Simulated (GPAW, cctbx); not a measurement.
# CdSiAsP: deformation density and structure factors from DFT

Question: by how much does bonding change the X-ray structure factors of CdSiAsP, how firmly does DFT give the change, and what does a routine refinement make of it?

The start was made by putting kin elements into a known structure type; the compound need not exist, or be stable, in this form. All numbers below are calculated.

## 1. Relax the structure

The density hangs on the geometry, so cell and atoms are relaxed first, with the symmetry held. The cutoff is set higher than for the density because stress converges slowly with plane waves.

Settings: GPAW 26.7.0, PBE, 570 eV, 3×3×3 k-points, Fermi–Dirac width 0.05 eV, BFGS to 0.03 eV/Å.

```text
cell
1.0
     5.840000000    0.000000000    0.000000000
     0.000000000    5.846000000    0.000000000
    -2.920000000   -2.923000000    5.580000000
Cd As P Si
2 2 2 2
Direct
0.131200000 0.881200000 0.262400000
0.368800000 0.618800000 0.737600000
0.250000000 0.459900000 0.000000000
0.750000000 0.040100000 0.000000000
0.533200000 0.250000000 0.500000000
0.966800000 0.750000000 0.500000000
0.630400000 0.380400000 0.260800000
0.869600000 0.119600000 0.739200000
```

```console
$ OMP_NUM_THREADS=1 mpirun -n 4 gpaw python run.py > gpaw.log
```

```text
BFGS:    0      -33.898486        0.818161
BFGS:    1      -33.922804        0.676399
BFGS:    2      -33.978660        0.289200
BFGS:    3      -33.981567        0.278433
...
BFGS:   11      -34.013050        0.080317
BFGS:   12      -34.013742        0.055909
BFGS:   13      -34.013981        0.020472
cell  5.8892 5.7981 6.8149  115.18 115.60 90.00
volume 185.046 A^3, largest force 0.021 eV/A, largest stress 0.08 GPa
```

After 13 steps the volume has changed by -2.9 % and the energy by -0.115 eV; the largest stress left is 0.08 GPa. It took 85 s on 4 cores of AMD EPYC 9R45 (Zen 5) (shared host), peak memory 1.4 GiB.

Relaxed structure: I2_12_12_1 (no. 24), a = 5.7981 Å, b = 5.8892 Å, c = 10.8384 Å, α = 90.00°, β = 90.00°, γ = 90.00°.

| atom | mult. | x | y | z |
| --- | --- | --- | --- | --- |
| Cd1 | 4 | 0 | 1/4 | 0.3842 |
| As1 | 4 | 0.2853 | 1/2 | 1/4 |
| P1 | 4 | 1/4 | 0.0480 | 0 |
| Si1 | 4 | 1/2 | 3/4 | 0.3790 |

## 2. Density and charge transfer

X-rays see the whole electron density, so the PAW density is rebuilt with its core regions. Subtracting spherical free atoms from the same code cancels the cores and leaves the deformation density Δρ, the part due to bonding.

Settings: PBE, 450 eV, 4×4×4 k-points, Fermi–Dirac width 0.05 eV; primitive cell of 8 atoms.

```console
$ OMP_NUM_THREADS=1 mpirun -n 4 gpaw python run.py > gpaw.log
```

```text
|iter:   1|       0s |  -35.007019 | -0.18 |       |
|iter:   2|       1s |  -34.831899 | -1.90 | -1.05 |
|iter:   3|       2s |  -34.183925 | -1.16 | -1.08 |
...
|iter:   8|       7s |  -33.982232c| -6.22 | -3.40 |
|iter:   9|       8s |  -33.982235c| -7.22 | -3.80 |
|iter:  10|       8s |  -33.982235c| -7.53c| -4.38c|
```

```text
grid (60, 60, 70)  electrons 220.000  moved by bonding 1.951 e
deformation density beyond 0.5 A of the nuclei: max 0.193, min -0.105 e/A^3
atom        x       y       z   Voronoi charge  moment
Cd1    0.3842  0.6342  0.7684      0.288       0.00
Cd2    0.1158  0.8658  0.2316      0.288       0.00
As3    0.5353  0.7500  0.5000     -0.175       0.00
As4    0.9647  0.2500  0.5000     -0.175       0.00
P 5    0.2500  0.0480  0.0000     -0.216       0.00
P 6    0.7500  0.4520  0.0000     -0.216       0.00
Si7    0.8790  0.1290  0.7581      0.103       0.00
Si8    0.6210  0.3710  0.2419      0.102       0.00
mean inner potential of superposed free atoms 14.253 V
total magnetic moment 0.000 muB
```

Deformation density in a plane through the shortest contact of the P atom at the origin, in 0.01 e/Å³ (clipped at ±99); x from -1.6 to 3.9 Å, y from 2.4 down to -2.4 Å:

```text
 -6   .   .  -8  -7  -4  -2  -1  -1  -1  -1  -1  -1  -1  -1  -1
  1   .   .  -8  -8  -4  -2  -1  -1  -1  -1  -1  -1  -1  -1  -1
  0  -4   0   2   2   0  -1  -1  -1  -2  -2  -1  -1  -1  -1  -1
 -2  -2   8  16  12   4   0   0  -1  -4  -4  -3  -1  -1  -1  -1
 -1   2  10  17  10  -1  -1   3   2  -5  -9  -6  -3  -1  -1  -1
 -1  -1   1   1   .  -6   1  12  10  -1  -5   .  -6  -5  -3  -2
 -2  -3  -6  -8   .   .   5  18  16   3   .   .  -7  -9  -5  -2
 -1  -1  -1   0   .  -7  -1   9   8  -2  -4   .  -3  -4  -3  -2
 -1   1   3   5   1  -5  -4   1   0  -3   0   8  10   5   1   0
 -1   0   2   3   1  -1  -2  -2  -1   0   6  14  15   7   2   1
 -1  -1   0   0   0  -1  -1  -1  -1   1   4   6   2  -3  -1   4
 -1  -1  -1  -1  -1  -1  -1  -1  -1   0   0  -3   .   .  -2   7
 -1  -1  -1  -1  -1  -1  -1  -1  -1   0  -1  -2   .   .  -1   6
```

Atoms in or within 0.15 Å of the plane: P (0.0, 0.0), Si (2.3, 0.0), Si (-1.1, 2.0) Å. Dots mark points within about 0.45 Å of a nucleus; large values next to them are atomic features.

P gains most (-0.22 e) and Cd loses most (+0.29 e), as electronegativity suggests. Such charges fall far short of formal ones, since overlapping free atoms already put density on their neighbours. Along the shortest contact from the P atom at the map's origin, P–Si at 2.29 Å, Δρ is +0.19 e/Å³ at the midpoint: a bond charge, the mark of covalency. At the midpoints of other shortest contacts it is +0.16 (As–Si, 2.38 Å), +0.07 (Cd–P, 2.60 Å) and +0.07 (Cd–As, 2.65 Å) e/Å³. Point values carry grid noise of about 0.01 e/Å³. The run needed 10 iterations, 14 s.

## 3. From the density to structure factors

The Fourier components of Δρ, added to those of the free atoms, give the static X-ray structure factors; the Mott–Bethe relation turns them into the Fourier components V of the potential that fast electrons feel.

```text
static structure factors of the conventional cell: F in electrons, V (Mott-Bethe) in volts
   h  k  l      d  |F| table  |F| free   |F| DFT   change   |V| free  |V| DFT  change %
   0  0  2  5.4192    46.429    46.350    46.393    0.044     0.260    0.244     -6.1
   0  1  1  5.1746    83.142    83.200    82.690   -0.510     0.579    0.749     29.2
   1  0  1  5.1125    58.962    59.022    58.636   -0.386     0.338    0.463     36.9
   1  1  0  4.1317    67.677    67.643    67.552   -0.092     0.809    0.829      2.4
   1  1  2  3.2857   259.636   259.827   260.639    0.812     6.579    6.463     -1.8
   0  1  3  3.0795    80.822    80.750    80.873    0.124     1.288    1.273     -1.1
   1  0  3  3.0663   127.373   127.270   127.217   -0.053     1.911    1.918      0.3
   0  2  0  2.9446    57.863    57.730    56.786   -0.944     0.952    1.054     10.6
   2  0  0  2.8990    60.492    60.338    59.363   -0.974     0.881    0.982     11.5
   0  0  4  2.7096    44.761    44.549    43.923   -0.626     0.553    0.609     10.3
   0  2  2  2.5873    91.526    91.509    91.365   -0.145     1.328    1.340      0.9
   2  0  2  2.5563    73.658    73.614    73.458   -0.156     0.852    0.864      1.5
   1  2  1  2.5516   103.328   103.194   102.961   -0.233     1.657    1.666      0.6
   2  1  1  2.5292   110.523   110.391   110.226   -0.164     1.820    1.831      0.6
```

The largest X-ray change is -0.97 e on 200, 1.6 % of |F|. For electrons V goes as (Z − F)/g², so a change of F counts against Z − F, which is small at low angle and wherever the atoms' terms cancel: |V| of 101 moves by +36.9 % (0.34 to 0.46 V) against -0.7 % in |F|. The tabulated Hartree–Fock atoms differ from the free DFT atoms by up to 0.21 e, so the choice of reference atom matters too.

## 4. The functional ladder

The same geometry is run with other functionals, to see whether the bonding signal is larger than the spread between approximations. Free atoms are LDA for LDA and PBE otherwise. Any other changed setting is in the row's label.

```
   run  ΔF 200 (e)  ΔF 020 (e)  ΔF 112 (e)  q(P) (e)  moved (e)  time
   PBE      -0.974      -0.944      +0.812    -0.216      1.951  14 s
   LDA      -0.935      -0.904      +0.718    -0.200      1.862  14 s
revPBE      -0.982      -0.954      +0.845    -0.224      2.013  15 s
```

At the base's settings ΔF(200) spans -0.982 to -0.935 e, a spread of 5 % of the PBE value; over the three listed reflections the spread is at most 16 %, so sign and size hold across the functionals. Times are from shared hosts.

## 5. Refining ordinary atoms against data with bonding

Routine crystallography fits spherical atoms. To see the bias, intensities are simulated from tabulated atoms plus the DFT change ΔF, so that bonding alone can misfit (12078 reflections of the full sphere, merged to the counts below, to 0.4 Å, 1.5 % proportional noise plus counting noise, assumed isotropic U as listed, Δρ smeared by the mean U) and refined with cctbx over different ranges.

| range | data | R1 | GooF | U Cd1 (true 0.0027) | U As1 (true 0.0031) | U P1 (true 0.004) | U Si1 (true 0.0041) | largest shift (Å) | Δρ max, min (e/Å³) |
| --- | --- | --- | --- | --- | --- | --- | --- | --- | --- |
| all data | 3033 | 0.0067 | 0.94 | 0.0027 | 0.0031 | 0.0040 | 0.0041 | 0.0002 | 0.37, -0.37 |
| low resolution, d > 0.84 | 327 | 0.0048 | 0.98 | 0.0026 | 0.0031 | 0.0039 | 0.0041 | 0.0008 | 0.12, -0.15 |
| high order, d < 0.75 | 2571 | 0.0073 | 0.93 | 0.0027 | 0.0031 | 0.0040 | 0.0041 | 0.0004 | 0.30, -0.29 |
| occupancies free, d > 0.7 | 580 | 0.0051 | 0.98 | 0.0027 | 0.0031 | 0.0039 | 0.0039 | 0.0003 | 0.19, -0.19 |

With all data GooF is 0.94, so at this noise the bonding hardly shows; the top residual peak lies 1.48 Å from P and 2.38 Å from Si. No U is off by more than 3 s.u. at low resolution. With Cd1 held at 1 and the scale free, the other occupancies refine to As1 0.998(0.001), P1 0.999(0.003) and Si1 0.995(0.003), within three s.u. of full.

## 6. Answer

Bonding moves 1.95 e in the primitive cell of CdSiAsP and changes the structure factors of the conventional cell in the table above by at most 0.97 e (200, 1.6 %), and among reflections above 2 % of the strongest by up to 1.6 % (020). The shortest bond, P–Si, has Δρ = +0.19 e/Å³ at its midpoint, a covalent bond charge. At the base's settings ΔF(200) spans -0.982 to -0.935 e, a spread of 5 % of the PBE value; over the three listed reflections the spread is at most 16 %, so sign and size hold across the functionals. With all data GooF is 0.94, so at this noise the bonding hardly shows. Limits: static density, frozen cores, no spin–orbit coupling.

[Outputs are excerpts: Python notices, other lines and further rows are left out; steps that failed or that the build refused (PBEsol, TPSS) are not shown.]

[Logs are printed without paths, hosts, clocks, repeated set-up lines and the standing remarks that a program may print on its own settings, such as how far it seeks lower states.]
